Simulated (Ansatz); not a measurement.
**BaLa2S4 (I-42d):H_S, thermodynamic levels from a 56-atom cell**

Charge states of H_S in BaLa2S4 (I-42d), set against the band edges. Model: a cell of 56 host atoms with 1 S taken out and 1 H put in.

Method: place-levels on PBEsol runs: charge-transition levels and formation energies with image-charge correction and potential alignment at the atomic sites, in Ansatz 0.2.0.

Most raw output is cut from this account.

## 1. Starting point

The cell holds 56 atoms: 8 Ba, 16 La, 31 S and 1 H. Cell: a = 12.447 Å, b = 12.447 Å, c = 12.477 Å, α = 59.9°, β = 59.9°, γ = 60.2°. It derives from BaLa2S4 (space group I-42d). Nearest the centre at fractional (0.361, 0.449, 0.472): H38 at 0.00 Å, La18 at 2.89 Å, La14 at 2.98 Å, La23 at 3.06 Å, Ba1 at 3.06 Å, La10 at 3.14 Å, Ba6 at 3.18 Å, S51 at 3.22 Å.

Known beforehand: the electronic dielectric constant, (7.76, 7.76, 7.54), and the static one, (20.97, 20.97, 18.13), from a response run on this crystal (DFPT, PBEsol) at that run's own cell.

The cell's shortest repeat is 12.4 Å.

## 2. What was run first

A transition level is the Fermi level at which two charge states cost the same, so each charge needs its own total energy, at its own relaxed structure.

Each atom starts 0.05 Å or so off its site in a random direction. Forces are taken at one point at (¼, ¼, ¼). The cell holds 1 electron more than the neutral one, with a uniform background that keeps it neutral on the whole.

The sampling was tested on the host first: at the k-points planned (1x1x1 shifted 0.25 0.25 0.25) its energy lies 0.005 eV an atom from the dense-mesh value, under the bound of 0.02 eV set for this test; that bounds the host's error, not the defect's.

One of the inputs; charge, spin and start change from state to state.

qm1.relax/input.yaml reads:

```yaml
crystal:
  lattice:
    - [0.0, 8.82241619, 8.7801378]
    - [8.82241619, 0.0, 8.7801378]
    - [8.82241619, 8.82241619, 0.0]
  atoms:
    - { symbol: Ba, position: [0.125, 0.625, 0.375] }
    - { symbol: Ba, position: [0.375, 0.875, 0.625] }
[... 3 atom lines left out ...]
    - { symbol: Ba, position: [0.25, 0.25, 0.75] }
    - { symbol: Ba, position: [0.5, 0.5, 0.0] }
[... 2 atom lines left out ...]
    - { symbol: La, position: [0.37368137, 0.25131863, 0.37631863] }
    - { symbol: La, position: [0.62368137, 0.50131863, 0.62631863] }
[... 2 atom lines left out ...]
    - { symbol: La, position: [0.24868137, 0.62631863, 0.62368137] }
[... 3 atom lines left out ...]
    - { symbol: La, position: [0.50131863, 0.62368137, 0.24868137] }
[... 4 atom lines left out ...]
    - { symbol: La, position: [0.62631863, 0.24868137, 0.50131863] }
[... 1 atom line left out ...]
    - { symbol: S, position: [0.23611748, 0.82415068, 0.34321553] }
    - { symbol: S, position: [0.48611748, 0.07415068, 0.59321553] }
[... 2 atom lines left out ...]
    - { symbol: S, position: [0.07415068, 0.48611748, 0.84651631] }
    - { symbol: S, position: [0.32415068, 0.73611748, 0.09651631] }
[... 4 atom lines left out ...]
    - { symbol: S, position: [0.71821553, 0.47151631, 0.36111748] }
    - { symbol: S, position: [0.96821553, 0.72151631, 0.61111748] }
[... 1 atom line left out ...]
    - { symbol: S, position: [0.36111748, 0.44915068, 0.47151631] }
[... 3 atom lines left out ...]
    - { symbol: S, position: [0.44915068, 0.36111748, 0.71821553] }
[... 2 atom lines left out ...]
    - { symbol: S, position: [0.09321553, 0.34651631, 0.57415068] }
[... 5 atom lines left out ...]
    - { symbol: S, position: [0.59651631, 0.34321553, 0.23611748] }
[... 1 atom line left out ...]
    - { symbol: S, position: [0.22151631, 0.46821553, 0.19915068] }
    - { symbol: S, position: [0.47151631, 0.71821553, 0.44915068] }
[... 1 atom line left out ...]
    - { symbol: S, position: [0.97151631, 0.21821553, 0.94915068] }
  supercell: [1, 1, 1]
  defects: [{ substitution: { at: 37, symbol: H } }]
total_charge: -1
basis:
  ecutwfc: 420
  xc_grid: 2
hamiltonian:
  xc: pbesol
kpoints:
  mp_grid: { grid: [1, 1, 1], shift: [0.25, 0.25, 0.25] }
scf:
  occupations: { method: fixed }
  max_iter: 80
output:
  forces: true
  charged_corrections:
    epsilon: [7.76, 7.76, 7.54]
    static_epsilon: [20.97, 20.97, 18.13]
relax:
  f_tol: 0.02
  max_steps: 80
  random_displacement: { amplitude: 0.05, seed: 5374 }
checkpoint:
  write: "../qm1.relax.run"
  compress: false
  write_wavefunctions: true
  write_every: 100000
```

On the command line:

```console
> ansatz run input.yaml --threads 4 --pin off --max-ram 14131MiB --backend cpu --events-out ev --progress --plain --runs-dir out
```

Defect states can disperse in a cell of this size, so the energy is taken again at a 2×2×2 shifted mesh, on the relaxed structure.

The run of this state that the levels use, under PBEsol:

qm1.point/input.yaml reads:

```yaml
crystal:
  checkpoint: "../qm1.relax.run"
  host: checkpoint
total_charge: -1
basis:
  ecutwfc: 420
  xc_grid: 2
hamiltonian:
  xc: pbesol
kpoints:
  mp_grid: { grid: [2, 2, 2], shift: [0.5, 0.5, 0.5] }
scf:
  occupations: { method: fermi_dirac, width: 0.01 }
  max_iter: 80
output:
  forces: true
  eigenvalues: true
  charged_corrections:
    epsilon: [7.76, 7.76, 7.54]
    static_epsilon: [20.97, 20.97, 18.13]
    defect_position: [0.361117, 0.449151, 0.471516]
  eigenstates: { localisation: true }
  populations: true
  band_densities: [{ bands: [v1, v1] }, { bands: [c1, c1] }]
  write_density: true
  write_potential: true
  volumetric_format: npy
  elf: true
checkpoint:
  read: "../qm1.relax.run"
  write: "../qm1.point.run"
  compress: false
  write_wavefunctions: false
  write_every: 100000
```

Relaxations under PBEsol at one point at (¼, ¼, ¼); times on 4 threads of Arm Neoverse V1, shared host:

```
charge  moment (μB)  occupations    outcome  steps  largest displacement against the far atoms (Å)     time
    −1            0        fixed  converged     10                                            0.90  3.2 min
     0            1        fixed  converged     10                                            0.89  6.2 min
    +1            0        fixed  converged      9                                            0.88  2.5 min
    +2            1        fixed  converged     10                                            0.87  6.5 min
    −1            2        fixed  converged     10                                            0.91  6.6 min
```

Single points under PBEsol at a 2×2×2 shifted mesh; times on 4 threads of Arm Neoverse V1, shared host:

```
charge  moment (μB)  occupations    outcome     time
    −1            0  fermi-dirac  converged  2.9 min
     0            1  fermi-dirac  converged  5.9 min
    +1            0  fermi-dirac  converged  2.6 min
    +2            1  fermi-dirac  converged  5.7 min
    −1            2  fermi-dirac  converged    6 min
```

Distances (Å) from H38 to the nearest atoms after relaxation with PBEsol:

```
charge  moment (μB)       1.       2.       3.      4.      5.      6.
    −1            0  La 2.43  La 2.47  Ba 2.71  S 3.01  S 3.22  S 3.37
    −1            2  La 2.42  La 2.44  Ba 2.71  S 3.00  S 3.22  S 3.36
     0            1  La 2.43  La 2.46  Ba 2.71  S 3.01  S 3.22  S 3.35
    +1            0  La 2.43  La 2.46  Ba 2.72  S 3.01  S 3.21  S 3.34
    +2            1  La 2.44  La 2.47  Ba 2.73  S 3.01  S 3.21  S 3.34
```

## 3. place-levels, PBEsol

A charged cell interacts with its images and the background, and its potential has another zero than the host's. place-levels removes the first by a point-charge model, screened by the static dielectric constant since the ions have relaxed around the charge, and the second by comparing potentials at atoms far from the defect.

The host is a run of the defect-free crystal in the same cutoffs, grids and k-points, so that basis and sampling errors cancel in part in the differences. Its band edges come from a run of the primitive cell that searches the zone for them. Chemical potentials are energies per atom of S (S12 rings, Pnnm, not the stable S8 form) and H (H2 molecule), run with the same functional and cutoff.

levels.point.yaml reads:

```yaml
host:
  run: host.point.run
  levels_from: { run: edges.point.run }
states: [qm1.point.run, q0_M1.point.run, qp1.point.run, qp2_M1.point.run, qm1_M2.point.run]
geometry_from:
  qm1.point.run: qm1.relax.run
  q0_M1.point.run: q0_M1.relax.run
  qp1.point.run: qp1.relax.run
  qp2_M1.point.run: qp2_M1.relax.run
  qm1_M2.point.run: qm1_M2.relax.run
  host.point.run: host.relax.run
chemical_potentials:
  S:
    energy: -884.879081
    dataset: "<sha256 of the dataset>"
  H:
    energy: -15.609288
    dataset: "<sha256 of the dataset>"
epsilon: [7.76, 7.76, 7.54]
static_epsilon: [20.97, 20.97, 18.13]
vertical:
  - { from: qm1.point.run, to: qm1.point_neutral.run }
  - { from: qp1.point.run, to: qp1.point_neutral.run }
  - { from: qp2_M1.point.run, to: qp2_M1.point_neutral.run }
  - { from: qm1_M2.point.run, to: qm1_M2.point_neutral.run }
```

On the command line:

```console
> ansatz place-levels levels.point.yaml -- --threads 4 --pin off --max-ram 14131MiB
```

Run time: 0.61 s. Hardware: 4 threads of Arm Neoverse V1, shared host.

Under PBEsol the gap is 1.92 eV, (+2/+1) -0.04 (outside the gap) (with band filling), (+1/0) 1.93 (outside the gap) (with band filling), (0/−1) 1.93 (with band filling) eV.

Levels between the charges placed, in eV above the valence top:

```
        gap (eV)  (+2/+1)  (+1/0)  (0/−1)
PBEsol      1.92    -0.04    1.93    1.93
```

Corrections by state:

```
charge  moment (μB)  image terms and alignment (eV)  band filling (eV)                                  ε used  over the lowest of its charge, as the program ranks them, band filling apart (eV)
    +2          1.0                          -0.013             -0.281  principal values (18.13, 20.97, 20.97)                                                                              0.000
    +1          0.0                          -0.053                  -  principal values (18.13, 20.97, 20.97)                                                                              0.000
     0          1.0                           0.000             -0.065                                       -                                                                              0.000
    −1          0.0                           0.173             -0.290  principal values (18.13, 20.97, 20.97)                                                                              0.000
    −1          2.0                           0.179                  -  principal values (18.13, 20.97, 20.97)                                                                              0.020
```

The charged structures listed were also run neutral, and place-levels reads from each pair, by the potential or the spins, how wide the charge is by which they differ; that can be the carrier of either run.

```
charge  rms radius (Å)  spread where it is widest against the cell (Å)  wide from (Å)  reading
    +2             6.8                                            4.15           1.76     wide
    +1             5.6                                            3.50           1.76     wide
    −1             6.5                                            3.98           1.76     wide
```

The neutral runs of these pairs need not share the spin of the lowest neutral state, and very wide values only mean spread over the cell.

From the program's caveats on the states, each cut to its opening words:

- charge +2 (1 μB): it parts from the run at its places by a charge that spreads by about 4.2 Å along one vector (1.8 Å or more is wide), by its potential at epsilon [7.76, 7.76, [...]
- charge +2 (1 μB): a band-filling correction moves a carrier to the host's band edge, which changes its energy by -0.281 eV
- charge +2 (1 μB): the host's ions (past the first shell or, of a walk that freed a part, those that it held) aren't shown at rest: they stand up to 0.110 Å off their sites, 0.29 [...]
- charge +2 (1 μB): its sublattices stand up to 0.0246 Å off the host's, which by the two runs' forces adds about +0.02 eV to its energy against the host's, and moves the band [...]
- charge +2 (1 μB): its displacements don't fall off away from the defect: farther atoms stand 0.026 Å off the host's places
- charge +2 (1 μB): its moments are held at its close (magnetization.spin_locking), by a field of 0.024 eV a Bohr magneton, and its energy and levels are of the state that this [...]
- charge +1: it parts from the run at its places by a charge that spreads by about 3.5 Å along one vector (1.8 Å or more is wide), by its potential at epsilon [7.76, 7.76, [...]
- charge +1: its displacements don't fall off away from the defect: farther atoms stand 0.025 Å off the host's places
- charge 0 (1 μB): a band-filling correction moves a carrier to the host's band edge, which changes its energy by -0.065 eV
- charge 0 (1 μB), −1 (2 μB): its displacements don't fall off away from the defect: farther atoms stand 0.027 Å off the host's places
- charge 0 (1 μB): its moments are held at its close (magnetization.spin_locking), by a field of 0.014 eV a Bohr magneton, and its energy and levels are of the state that this [...]
- charge −1: it parts from the run at its places by a charge that spreads by about 4 Å along one vector (1.8 Å or more is wide), by its potential at epsilon [7.76, 7.76, [...]
- charge −1: a band-filling correction moves a carrier to the host's band edge, which changes its energy by -0.290 eV
- charge −1: the host's ions (past the first shell or, of a walk that freed a part, those that it held) aren't shown at rest: they stand up to 0.089 Å off their sites, 0.61 [...]

Formation energies (eV), elemental references (Δμ(S) = 0.00 eV, Δμ(H) = 0.00 eV):

```
charge  Fermi level at the valence top  at the conduction bottom
    +2                            1.39                      5.24
    +1                            1.35                      3.28
     0                            3.29                      3.29
    −1                            5.21                      3.29
```

## 4. Effect of the sampling

The relaxations' own energies give the levels at their sampling, for comparison.

levels.relax_mesh.yaml reads:

```yaml
host:
  run: host.relax.run
  levels_from: { run: edges.relax.run }
states: [qm1.relax.run, q0_M1.relax.run, qp1.relax.run, qp2_M1.relax.run, qm1_M2.relax.run]
chemical_potentials:
  S:
    energy: -884.879081
    dataset: "<sha256 of the dataset>"
  H:
    energy: -15.609288
    dataset: "<sha256 of the dataset>"
```

On the command line:

```console
> ansatz place-levels levels.relax_mesh.yaml -- --threads 4 --pin off --max-ram 14131MiB
```

It took 0.19 s on 4 threads.

Levels between neighbouring charges, in eV above the valence top:

```
                        gap (eV)  (+2/+1)  (+1/0)  (0/−1)
one point at (¼, ¼, ¼)      1.92    -0.03    1.95    1.94
  a 2×2×2 shifted mesh      1.92    -0.04    1.93    1.93
```

Going from one point at (¼, ¼, ¼) to a 2×2×2 shifted mesh moves formation energies against the elements by up to 0.06 eV; band-filling terms, which differ between samplings, are in these energies.

## 5. Placing the levels, r2SCAN

r2SCAN on the same structure is run to see how far the result rests on the functional, though not on the errors that semilocal functionals share; the sampling changes too, to one point at (¼, ¼, ¼), so differences hold both changes.

qm1.r2scan/input.yaml, as its differences from qm1.point/input.yaml of step 2:

```diff
@@ -5,8 +5,8 @@
 basis:
-  ecutwfc: 420
+  ecutwfc: 500
   xc_grid: 2
 hamiltonian:
-  xc: pbesol
+  xc: r2scan
 kpoints:
-  mp_grid: { grid: [2, 2, 2], shift: [0.5, 0.5, 0.5] }
+  mp_grid: { grid: [1, 1, 1], shift: [0.25, 0.25, 0.25] }
 scf:
@@ -27,6 +27,4 @@
   volumetric_format: npy
-  elf: true
 checkpoint:
-  read: "../qm1.relax.run"
-  write: "../qm1.point.run"
+  write: "../qm1.r2scan.run"
   compress: false
```

Elapsed: 76 s, on 4 threads; peak memory 3.4 GiB; 4.9 min of CPU time.

levels.r2scan.yaml reads:

```yaml
host:
  run: host.r2scan.run
  levels_from: { run: edges.r2scan.run }
states: [qm1.r2scan.run, q0_M1.r2scan.run, qp1.r2scan.run, qp2_M1.r2scan.run, qm1_M2.r2scan.run]
geometry_from:
  qm1.r2scan.run: qm1.relax.run
  q0_M1.r2scan.run: q0_M1.relax.run
  qp1.r2scan.run: qp1.relax.run
  qp2_M1.r2scan.run: qp2_M1.relax.run
  qm1_M2.r2scan.run: qm1_M2.relax.run
  host.r2scan.run: host.relax.run
chemical_potentials:
  S:
    energy: -905.805179
    dataset: "<sha256 of the dataset>"
  H:
    energy: -15.945667
    dataset: "<sha256 of the dataset>"
```

On the command line:

```console
> ansatz place-levels levels.r2scan.yaml -- --threads 4 --pin off --max-ram 14131MiB
```

Elapsed: 0.33 s, on 4 threads.

Under r2SCAN the gap is 2.40 eV, (+2/+1) -0.08 (outside the gap) (with band filling), (+1/0) 2.41 (outside the gap), (0/−1) 2.41 (outside the gap) (with band filling) eV.

## 6. The ladder

Levels between neighbouring charges, in eV above each run's own valence top:

```
                                        gap (eV)  (+2/+1)  (+1/0)  (0/−1)  CPU time a state at this stage (restarts are quicker than cold starts)
            PBEsol, 2×2×2 shifted mesh      1.92    -0.04    1.93    1.93                                                                  17 min
r2SCAN on PBEsol structures, (¼, ¼, ¼)      2.40    -0.08    2.41    2.41                                                                  10 min
```

## 7. Outcome

```
gap of the host                                                             : 1.92 eV (PBEsol)
level (plus 2/plus 1)                                                       : 0.04 eV below the valence top (-0.32 eV above the valence top without the band-filling term)
level (plus 1/0)                                                            : 1.93 eV above the valence top, past the conduction bottom, not a change between lowest states (2.00 eV above the valence top without the band-filling term)
level (0/minus 1)                                                           : 1.93 eV above the valence top, at the conduction bottom, not a change between lowest states (2.15 eV above the valence top without the band-filling term)
lowest of the charges placed, just above the valence top (0.02 eV)          : +1
lowest of the charges placed, just below the conduction bottom (0.02 eV)    : +1
lowest formation energy at mid-gap of the charges run, elemental references : 2.31 eV
```

**Reading.** Of the charges placed (−1, 0, +1 and +2), +1 is the lowest from 0.02 eV above the valence top to 0.02 eV below the conduction bottom, a gap of 1.92 eV. States placed: +2 at 1 μB; +1 at 0 μB; 0 at 1 μB; −1 at 0 μB and 2 μB. Other spin states or structures, where not listed, weren't placed. The program finds carriers beyond a band edge of the host and adds a band-filling term at charge −1 (-0.29 eV), 0 (-0.07 eV) and +2 (-0.28 eV); steps to such a charge show no bound level, and a defect level inside a band would be read the same way. At charge −1, 0, +1 and +2 the atom put in ends up to 0.9 Å from its starting place, so the name tells the start alone and the levels can join different sites. H is taken at its element; compounds, which aren't counted here, bound the chemical potentials and would shift these formation energies. Going from one point at (¼, ¼, ¼) to a 2×2×2 shifted mesh moves formation energies against the elements by up to 0.06 eV; band-filling terms, which differ between samplings, are in these energies. What this leaves open: PBEsol makes the gap too small and tends to spread out bound carriers; spin–orbit coupling, which can matter with heavy atoms, is left out; force components of up to 0.13 eV/Å remain in a run at the final settings.

[Logs are printed without paths, hosts, clocks, repeated set-up lines and the standing remarks that a program may print on its own settings, such as how far it seeks lower states.]

[Hosts, paths, dates, database ids (printed as entryN), source tags and the programs' standing remarks are cut or masked in the printed files.]

[Where a table of states has a column of steps, it counts the stored structures, which are thinned; the runs took as many ionic steps or more.]

[A defect's name tells the site on which it was built; relaxed atoms can leave that site.]

[For some hosts the program warned that the k-mesh of the response run may be too coarse for force constants and the static dielectric constant; such warnings are not shown here.]
